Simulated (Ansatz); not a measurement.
**CdInCl3 in Imma, a phase reached by a soft mode: following an unstable mode**

Aim: this structure of CdInCl3 in Imma, a phase reached by a soft mode is to be tested for unstable modes, and one is followed downhill.

Calculated with Ansatz 0.2.0; DFT PBEsol, scalar-relativistic, plane waves, PAW; PAW set soft_1.

Report form: the programs' logs are mostly left out.

The structure was built from a prototype and need not be the compound's stable phase.

## (1) The starting structure

The structure is orthorhombic, space group Imma (No. 74). The conventional cell has a = 7.147 Å, b = 9.981 Å, c = 7.372 Å, α = 90.00°, β = 90.00°, γ = 90.00°. Nearest to In lie 5 Cl at 3.15 to 3.19 Å. Cd has 6 Cl at 2.58 to 2.62 Å nearest. Cl has 2 Cd at 2.58 Å and 1 In at 3.19 Å nearest. Cl has 2 Cd at 2.62 Å and 2 In at 3.15 Å nearest. Farther neighbours and most contacts between anions are not listed.

## (2) Modes at Γ

This phase was reached earlier by freezing in an unstable mode of a structure of higher symmetry and relaxing. Its zone-centre modes can show that it is still unstable.

input.yaml

```yaml
crystal:
  lattice:
    - [-3.5733330105, 4.9905401262, 3.6858521974]
    - [3.5733330105, -4.9905401262, 3.6858521974]
    - [3.5733330105, 4.9905401262, -3.6858521974]
  atoms:
    - { symbol: In, position: [0.7712407335, 0.0212407335, 0.75] }
    - { symbol: In, position: [0.2287592665, 0.9787592665, 0.25] }
    - { symbol: Cd, position: [0.0, 0.5, 0.5] }
    - { symbol: Cd, position: [0.5, 0.5, 0.0] }
    - { symbol: Cl, position: [0.3389323593, 0.5889323593, 0.75] }
    - { symbol: Cl, position: [0.6610676407, 0.4110676407, 0.25] }
    - { symbol: Cl, position: [0.8020433168, 0.5, 0.8020433168] }
    - { symbol: Cl, position: [0.1979566832, 0.5, 0.1979566832] }
    - { symbol: Cl, position: [0.1979566832, 0.0, 0.6979566832] }
    - { symbol: Cl, position: [0.8020433168, 0.0, 0.3020433168] }
kpoints:
  mp_grid: { grid: [6, 6, 6] }
hamiltonian:
  xc: pbesol
  pseudopotentials: { kind: paw, azcp: { folder: soft_1 }, xc_functional: pbe }
scf:
  occupations: { method: fixed }
output:
  eigenvalues: true
phonons:
  method: dfpt
  dielectric: true
  rigid_motions: translations
```

Launch:

```bash
$ ansatz run input.yaml --threads 4 --pin off --max-ram 16384MiB --backend cpu --events-out ev --progress --plain --runs-dir out
```

Run time: 16 min. Hardware: 4 threads of Arm Neoverse V2, shared host; peak memory 7.1 GiB; 64 min of CPU time.

Numbers from this step:

- gap on the k-mesh: 1.593 eV
- volume per atom: 26.29 Å³
- sum-rule residual before enforcement: 6.97e-5 eV/Å²
- miss of the charge sum rule: 0.01855 e
- estimated error of the dielectric tensor: 0.01189
- estimated error of the Born charges: 0.03763 e
- point group: mmm
- highest optical mode at the zone centre (no LO-TO term): 278.6 cm⁻¹
- lowest optical zone-centre mode: -21.38 cm⁻¹
- mean high-frequency dielectric constant: 4.503
- largest Born charge (third of the trace): 2.703 e
- top of the zone-centre spectrum with the field: 278.6 cm⁻¹

Without the LO-TO term. Patterns of degenerate modes are one choice out of their space. The modes at Γ (shares of kinetic energy by element, %) (negative means imaginary):

```
mode  frequency (cm⁻¹)  symmetry  In %  Cd %  Cl %
   1             -21.4       B3u    41     1    58
   2               0.0  acoustic    34    34    32
   3               0.0  acoustic    34    34    32
   4               0.0  acoustic    34    34    32
   5               8.3       B2g    49     0    51
   6              39.8       B3g   100     0     0
   7              45.3       B2u    55    38     7
   8              51.4       B1u    57    37     6
   9              51.9       B3u    17    54    29
  10              54.3        Ag   100     0     0
  11              54.8       B2g    51     0    49
  12              59.6       B1g     0     0   100
  13              72.4       B3u     7     1    92
  14              77.3       B1u     8    31    61
  15              79.8       B2u     9    23    68
  16              89.2        Au     0    16    84
  17              99.4       B3g     0     0   100
  18             100.3        Ag     0     0   100
  19             103.2       B2g     0     0   100
  20             110.0       B1u     0    24    75
  21             123.2        Au     0    84    16
  22             126.5        Ag     0     0   100
  23             131.5       B2u     1    92     6
  24             139.1       B1g     0     0   100
  25             141.7       B3g     0     0   100
  26             149.0       B1u     0    64    36
  27             214.7       B3u     0    11    89
  28             236.8       B1u     0    10    90
  29             241.9       B2u     0    13    87
  30             278.6       B3g     0     0   100
```

Displacements in mode 1 (-21.4 cm⁻¹), the largest set to 1:
```
In1 -0.48  0.00  0.00
In2 -0.48  0.00  0.00
Cd3  0.07  0.00  0.00
Cd4  0.07  0.00  0.00
Cl5  1.00  0.00  0.00
Cl6  1.00  0.00  0.00
Cl7  0.17  0.00 -0.07
Cl8  0.17  0.00 -0.07
Cl9  0.17  0.00  0.07
Cl10 0.17  0.00  0.07
```

Displacements in mode 28 (236.8 cm⁻¹), the largest set to 1:
```
In1  0.00  0.00  0.00
In2  0.00  0.00  0.00
Cd3  0.00 -0.12  0.32
Cd4  0.00  0.12  0.32
Cl5  0.00  0.00  0.40
Cl6  0.00  0.00  0.40
Cl7  1.00  0.00 -0.71
Cl8  1.00  0.00 -0.71
Cl9 -1.00  0.00 -0.71
Cl10-1.00  0.00 -0.71
```

Before it was imposed, the acoustic sum rule was missed by 7.0e-5 eV/Å² and the charge sum rule by 0.019 e. Small misses are needed for a sound result but don't prove that mesh and cutoff are converged. The lowest optical mode is imaginary, 21.4i cm⁻¹, so the energy falls along it.

## (3) The mode frozen in, largest atomic shift 0 Å

The mode followed lies at Γ with frequency 21.4i cm⁻¹, the softest among the wavevectors solved. At small amplitude the distorted cell has space group no. 46 by a symmetry search on the positions. The undistorted cell that holds it gives the zero of energy on the same k mesh.

input.yaml, as its differences from that of step 2:

```diff
@@ -22,8 +22,6 @@
 scf:
-  occupations: { method: fixed }
+  occupations: { method: gaussian, width: 0.02 }
 output:
+  forces: true
+  stress: true
   eigenvalues: true
-phonons:
-  method: dfpt
-  dielectric: true
-  rigid_motions: translations
```

The job ended after 9 s (4 threads; peak memory 0.99 GiB).

This step gave:

```
pressure                         : -0.001977 GPa
energy from the undistorted cell : 0 meV/atom
```

At this level the gap is 1.59 eV on the k-mesh of the self-consistent run, which can miss the band edges.

## (4) The mode frozen in, largest atomic shift 0.22 Å

The atoms are moved along the unstable eigenvector, the largest shift by 0.22 Å, with the cell fixed.

input.yaml, the sections that differ from step 3:

```yaml
crystal:
  lattice:
    - [-3.5733330105, 4.9905401262, 3.6858521974]
    - [3.5733330105, -4.9905401262, 3.6858521974]
    - [3.5733330105, 4.9905401262, -3.6858521974]
  atoms:
    - { symbol: In, position: [0.7712407335, 0.0064092996, 0.7351685661] }
    - { symbol: In, position: [0.2287592665, 0.9639278326, 0.2351685661] }
    - { symbol: Cd, position: [0.0, 0.5021493337, 0.5021493337] }
    - { symbol: Cd, position: [0.5, 0.5021493337, 0.0021493337] }
    - { symbol: Cl, position: [0.3389323593, 0.6197159442, 0.7807835849] }
    - { symbol: Cl, position: [0.6610676407, 0.4418512256, 0.2807835849] }
    - { symbol: Cl, position: [0.7999145124, 0.5030901279, 0.8072622491] }
    - { symbol: Cl, position: [0.1958278788, 0.5030901279, 0.2031756155] }
    - { symbol: Cl, position: [0.2000854876, 0.0073477367, 0.7031756155] }
    - { symbol: Cl, position: [0.8041721212, 0.0073477367, 0.3072622491] }
# kpoints, hamiltonian, scf, output: as in step 3
```

It took 15 s on 4 threads; peak memory 0.94 GiB; 57 s of CPU time.

Numbers from this step:

| Quantity | Value |
| --- | --- |
| pressure | 0.04384 GPa |
| gap on the k-mesh | 1.551 eV |
| energy from the undistorted cell | -0.216 meV/atom |

The energy, extrapolated to zero smearing, is -0.22 meV/atom against the undistorted cell.

The run ends at a pressure of 0.04 GPa, with forces up to 0.013 eV/Å.

## (5) Energy along the mode, all amplitudes (two of the runs are shown above)

An imaginary frequency means negative curvature, so the energy should fall and then rise again as anharmonic terms take over.

Numbers from this step:

```yaml
depth_at_the_lowest_point_sampled: 0.216 meV/atom
largest_atomic_shift_at_that_point: 0.22 Å
```

Energy from the parent against largest atomic shift:

```
largest atomic shift (Å)  energy from the parent (meV/atom)
                   0.000                                  0
                   0.040                             -0.017
                   0.080                             -0.065
                   0.140                             -0.164
                   0.220                             -0.216
                   0.320                              0.324
                   0.450                               3.75
                   0.600                               16.7
```

Displacement at unit largest shift by atom:

```
atom  x (Å)  y (Å)  z (Å)  size
 In1  -0.48   0.00   0.00  0.48
 In2  -0.48   0.00   0.00  0.48
 Cd3   0.07   0.00   0.00  0.07
 Cd4   0.07   0.00   0.00  0.07
 Cl5   1.00   0.00   0.00  1.00
 Cl6   1.00   0.00   0.00  1.00
 Cl7   0.17   0.00  -0.07  0.18
 Cl8   0.17   0.00  -0.07  0.18
 Cl9   0.17   0.00   0.07  0.18
Cl10   0.17   0.00   0.07  0.18
```

The lowest of the steps tried is at 0.22 Å, 0.216 meV/atom below the parent; the bottom of the well need not coincide with a step.

## (6) Relaxing from the distorted cell

Starting from the lowest point found, all atoms and the cell are let go, so that strain and other modes of the same symmetry can join in.

input.yaml, as its differences from that of step 4:

```diff
@@ -22,3 +22,3 @@
 scf:
-  occupations: { method: gaussian, width: 0.02 }
+  occupations: { method: fixed }
 output:
@@ -27 +27,6 @@
   eigenvalues: true
+relax:
+  adjacent_minimum: "off"
+  f_tol: 0.002
+  max_steps: 120
+  cell: { stress_tol: 0.03 }
```

Elapsed: 2 min, on 4 threads; peak memory 1 GiB.

The steps of the relaxation:

```
step  energy less that of the first step (eV)  largest force component (eV/Å)  pressure (GPa)  volume (Å³)
   1                                   0.0000                          0.0119            0.04       262.92
   2                                  -0.0006                          0.0078            0.01       263.24
   3                                  -0.0008                          0.0037            0.01       263.34
   4                                  -0.0008                          0.0020            0.00       263.41
   5                                  -0.0009                          0.0007            0.01       263.41
   6                                  -0.0008                          0.0006           -0.01       263.54
  7*                                  -0.0009                          0.0006           -0.01       263.54
```

Relaxation steps marked * repeat the geometry before them on a plane-wave basis chosen anew for their cell, so energy and pressure can jump there.

The run keeps the 4 symmetry operations that it works with, so distortions that break them were not tested.

```
conventional cell, symmetrised  before  after  change
                         a (Å)   9.981  9.973  -0.1 %
                         b (Å)   7.372  7.367  -0.1 %
                         c (Å)   7.147  7.174  +0.4 %
              volume (Å³/atom)   26.29  26.35  +0.2 %
```

The atoms that moved most (Å, as changes of fractional coordinates times the final cell):

```
atom      dx      dy      dz  length
 In2  -0.021   0.000   0.007   0.022
 In1  -0.021   0.000  -0.007   0.022
Cl10   0.007  -0.010  -0.002   0.013
 Cl8   0.007   0.010   0.002   0.013
 Cl7   0.007  -0.010   0.002   0.013
 Cl9   0.007   0.010  -0.002   0.013
 Cl6   0.003   0.000   0.008   0.009
 Cl5   0.003   0.000  -0.008   0.009
```

The relaxed structure:

```cif
data_structure
_symmetry_space_group_name_H-M 'P 1'
_symmetry_Int_Tables_number 1
_cell_length_a 7.1623
_cell_length_b 7.1623
_cell_length_c 7.1623
_cell_angle_alpha 119.889
_cell_angle_beta 91.754
_cell_angle_gamma 118.104
_cell_volume 263.54
loop_
_atom_site_label
_atom_site_type_symbol
_atom_site_fract_x
_atom_site_fract_y
_atom_site_fract_z
_atom_site_occupancy
In1 In 0.77034 0.00259 0.73225 1
In2 In 0.22966 0.96191 0.23225 1
Cd3 Cd 0.00000 0.50279 0.50279 1
Cd4 Cd 0.50000 0.50279 0.00279 1
Cl5 Cl 0.33784 0.61902 0.78118 1
Cl6 Cl 0.66216 0.44334 0.28118 1
Cl7 Cl 0.79909 0.50426 0.80716 1
Cl8 Cl 0.19710 0.50426 0.20516 1
Cl9 Cl 0.20091 0.00807 0.70516 1
Cl10 Cl 0.80290 0.00807 0.30716 1
```

This step gave:

```
pressure          : -0.006533 GPa
gap on the k-mesh : 1.555 eV
volume per atom   : 26.35 Å³
```

The distorted start has space group Ima2; the relaxation ends in Ima2.

## (7) The new phase in its own primitive cell

The relaxed structure is symmetrised, reduced to its primitive cell and relaxed tightly, as its phonons need.

input.yaml

```yaml
crystal:
  lattice:
    - [-4.9864209372, 3.6833102884, 3.5872076561]
    - [4.9864209372, -3.6833102884, 3.5872076561]
    - [4.9864209372, 3.6833102884, -3.5872076561]
  atoms:
    - { symbol: In, position: [0.0025927467, 0.7322517911, 0.7703409557] }
    - { symbol: In, position: [0.9619108354, 0.2322517911, 0.2296590443] }
    - { symbol: Cd, position: [0.5027874827, 0.5027874827, 0.0] }
    - { symbol: Cd, position: [0.5027874827, 0.0027874827, 0.5] }
    - { symbol: Cl, position: [0.6190191374, 0.7811790482, 0.3378400892] }
    - { symbol: Cl, position: [0.443338959, 0.2811790482, 0.6621599108] }
    - { symbol: Cl, position: [0.5042552644, 0.8071567755, 0.7990910126] }
    - { symbol: Cl, position: [0.5042552644, 0.2051642519, 0.197098489] }
    - { symbol: Cl, position: [0.0080657629, 0.7051642519, 0.2009089874] }
    - { symbol: Cl, position: [0.0080657629, 0.3071567755, 0.802901511] }
kpoints:
  mp_grid: { grid: [6, 6, 6] }
hamiltonian:
  xc: pbesol
  pseudopotentials: { kind: paw, azcp: { folder: soft_1 }, xc_functional: pbe }
scf:
  occupations: { method: fixed }
output:
  forces: true
  stress: true
  eigenvalues: true
relax:
  adjacent_minimum: "off"
  f_tol: 0.001
  max_steps: 60
  cell: { stress_tol: 0.01 }
```

Wall time 39 s (4 threads); peak memory 1 GiB; 2.5 min of CPU time.

Little changed from the start: no atom moved by 0.005 Å and no cell edge by 0.1 %.

Numbers from this step:

* pressure: -0.006534 GPa
* direct gap on mesh: 2.085 eV

The largest force component left is 0.63 meV/Å and the pressure is -0.007 GPa, within the tolerances set. The cell now holds 26.35 Å³/atom.

(Part 1 of 2 ends here.)

[Logs are printed without paths, hosts, clocks, repeated set-up lines and the standing remarks that a program may print on its own settings, such as how far it seeks lower states.]

[Hosts, paths, dates, database ids (printed as entryN), source tags and the programs' standing remarks are cut or masked in the printed files.]
